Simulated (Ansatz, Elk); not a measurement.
# Ca2La: X-ray structure factors from the self-consistent density, part 2 of 2

Structure refinements treat a crystal as free atoms side by side. For a made-up structure of Ca2La (cell and positions from a PBE relaxation) the runs below show what the calculated density changes in F(hkl).

Elk 11.2.3 (patched build); all-electron DFT.

So far: The structure; Ground state and structure factors; The highest occupied states alone.

The structure was built from a prototype and need not be the compound's stable phase.

### 4. Another functional

Level of this step: DFT, PBEsol, all-electron APW+lo, Dirac cores, scalar-relativistic bands, static density, no spin (Elk).

The difference from free atoms is small, so it is set against the change that PBEsol makes.

The input, elk.in:

```
tasks
  0
  195

xctype
  22

spinpol
  .false.

rgkmax
  7.0

gmaxvr
  14.0

lmaxo
  7

lmaxapw
  8

swidth
  0.002

tshift
  .false.

ramdisk
  .false.

hmaxvr
  5.5

maxscl
  120

epspot
  1e-06

sppath
  './'

avec
  11.63756470943 0.00000000000 0.00000000000
  -5.81878235472 10.07842667655 0.00000000000
  0.00000000000 0.00000000000 6.90025987058

atoms
  2
  'La.in'
  1
  -0.0000000000 -0.0000000000 0.0000000000   0.000000 0.000000 0.000000
  'Ca.in'
  2
  0.6666666667 0.3333333333 0.5000000000   0.000000 0.000000 0.000000
  0.3333333333 0.6666666667 0.5000000000   0.000000 0.000000 0.000000

ngridk
  4 4 6
```

The run is started by

```bash
> OMP_NUM_THREADS=4 elk
```

Numbers of over 12 decimals in the logs are rounded to 6 here.

The log of the run:

```text
┌─────────────────────────┐
│ Elk code version 11.2.3 │
└─────────────────────────┘

All units are atomic (Hartree, Bohr, etc.)

┌─────────────────────────────────────────────────┐
│ Ground-state run starting from atomic densities │
└─────────────────────────────────────────────────┘

Lattice vectors :
   11.63756471       0.000000000       0.000000000
  -5.818782355       10.07842668       0.000000000
   0.000000000       0.000000000       6.900259871

Reciprocal lattice vectors :
  0.5399055098      0.3117145914      -0.000000000
[...]
muffin-tins (core leakage)
  species : 1 (La)
[...]
species : 2 (Ca)
   atom 1                    :    18.12409399     ( -0.1985667524E-06)
   atom 2                    :    18.12409399     ( -0.1985667524E-06)
 total in muffin-tins        :    90.76743301
 total calculated charge     :    96.99982639
 total charge                :    97.00000000
 error                       :   0.1736079274E-03

┌──────────────────────────────┐
│ Self-consistent loop stopped │
└──────────────────────────────┘

Warning : core states of species 1 leak from the muffin-tin :   0.2183460603E-03

Wrote STATE.OUT
[key lines of the parts left out:]
total energy                :     -9853.4729651716
```

The job ended after 16 s (4 threads of Arm Neoverse V2, shared host; peak memory 0.18 GiB).

Against the first run R = 0.02 %; the largest change is -0.014 at 201.

### 5. Basis size

A smaller basis shows how fast F responds to it; the change is likely larger than the basis error of the first run, but doesn't show convergence.

Changes to elk.in since step 4:

```diff
@@ -5,3 +5,3 @@
 xctype
-  22
+  20
 
@@ -11,3 +11,3 @@
 rgkmax
-  7.0
+  5.5
```

The run is started by

```bash
> OMP_NUM_THREADS=4 elk
```

The log of the run:

```text
┌─────────────────────────┐
│ Elk code version 11.2.3 │
└─────────────────────────┘

All units are atomic (Hartree, Bohr, etc.)

┌─────────────────────────────────────────────────┐
│ Ground-state run starting from atomic densities │
└─────────────────────────────────────────────────┘

Lattice vectors :
   11.63756471       0.000000000       0.000000000
  -5.818782355       10.07842668       0.000000000
   0.000000000       0.000000000       6.900259871

Reciprocal lattice vectors :
  0.5399055098      0.3117145914      -0.000000000
[...]
muffin-tins (core leakage)
  species : 1 (La)
[...]
species : 2 (Ca)
   atom 1                    :    18.09502132     ( -0.1987703815E-06)
   atom 2                    :    18.09502132     ( -0.1987703815E-06)
 total in muffin-tins        :    90.67522528
 total calculated charge     :    96.99977445
 total charge                :    97.00000000
 error                       :   0.2255504424E-03

┌──────────────────────────────┐
│ Self-consistent loop stopped │
└──────────────────────────────┘

Warning : core states of species 1 leak from the muffin-tin :   0.2159318007E-03

Wrote STATE.OUT
[key lines of the parts left out:]
total energy                :     -9858.3638057316
```

Run time: 15 s. Hardware: 4 threads; peak memory 0.17 GiB.

Against the first run R = 0.01 %; the largest change is +0.045 at 220.

### 6. A coarser k-mesh

About half the k-points along each axis test the sampling.

Changes to elk.in since step 5:

```diff
@@ -11,3 +11,3 @@
 rgkmax
-  5.5
+  7.0
 
@@ -59,2 +59,2 @@
 ngridk
-  4 4 6
+  2 2 3
```

The run is started by

```bash
> OMP_NUM_THREADS=4 elk
```

The log of the run:

```text
┌─────────────────────────┐
│ Elk code version 11.2.3 │
└─────────────────────────┘

All units are atomic (Hartree, Bohr, etc.)

┌─────────────────────────────────────────────────┐
│ Ground-state run starting from atomic densities │
└─────────────────────────────────────────────────┘

Lattice vectors :
   11.63756471       0.000000000       0.000000000
  -5.818782355       10.07842668       0.000000000
   0.000000000       0.000000000       6.900259871

Reciprocal lattice vectors :
  0.5399055098      0.3117145914      -0.000000000
[...]
muffin-tins (core leakage)
  species : 1 (La)
[...]
species : 2 (Ca)
   atom 1                    :    18.12587559     ( -0.1987932148E-06)
   atom 2                    :    18.12587559     ( -0.1987932148E-06)
 total in muffin-tins        :    90.79943981
 total calculated charge     :    96.99982040
 total charge                :    97.00000000
 error                       :   0.1795959269E-03

┌──────────────────────────────┐
│ Self-consistent loop stopped │
└──────────────────────────────┘

Warning : core states of species 1 leak from the muffin-tin :   0.2162616706E-03

Wrote STATE.OUT
[key lines of the parts left out:]
total energy                :     -9858.4391970571
```

The job ended after 14 s (4 threads; peak memory 0.17 GiB; 20 s of CPU time).

Against the first run R = 0.01 %; the largest change is -0.098 at 001.

### 7. Settings against the effect

```
          run  R against the first run (%)  R against neutral atoms, low angle (%)  wall time
PBE, rgkmax 7                         0.00                                    0.16       16 s
       PBEsol                         0.02                                    0.14       16 s
   rgkmax 5.5                         0.01                                    0.16       15 s
 k-mesh 2×2×3                         0.01                                    0.18       14 s
```

### 8. Summary of results

```json
{
 "R against neutral atoms, sin θ/λ < 0.3 Å⁻¹": "0.16 %",
 "R against neutral atoms, 0.3 to 0.83 Å⁻¹": "0.10 %"
}
```

In words: Independent neutral atoms miss the calculated amplitudes by R = 0.16 % below 0.3 Å⁻¹ and 0.10 % from there to 0.83 Å⁻¹; by shells, 0.47 % below 0.15 Å⁻¹ (2 forms), 0.14 % 0.15 to 0.3 (10 forms), 0.05 % 0.3 to 0.45 (19 forms), 0.11 % above 0.45 (113 forms). Bonding, aspherical density and the tables' own atoms all enter these figures, and the runs don't part them. The largest change of an amplitude is -0.18 electrons, at 001. The window's part falls from 7.0 electrons at the origin to at most 0.05 between 0.45 and 0.83 Å⁻¹. Below 0.3 Å⁻¹ the changes that finished (PBEsol, rgkmax 5.5 and k-mesh 2×2×3) move F by R = 0.04 % at most, against the 0.16 % that separates it from free atoms. A single amplitude moves by up to 0.10 electrons, against 0.18 for the largest difference from free atoms. Part of the difference isn't bonding: the tables are fits to free atoms and ions calculated by other methods than this functional. Thermal motion, anomalous dispersion and extinction are left out.

[Logs are printed without paths, hosts, clocks, repeated set-up lines and the standing remarks that a program may print on its own settings, such as how far it seeks lower states.]

[Hosts, paths, dates, database ids (printed as entryN), source tags and the programs' standing remarks are cut or masked in the printed files.]
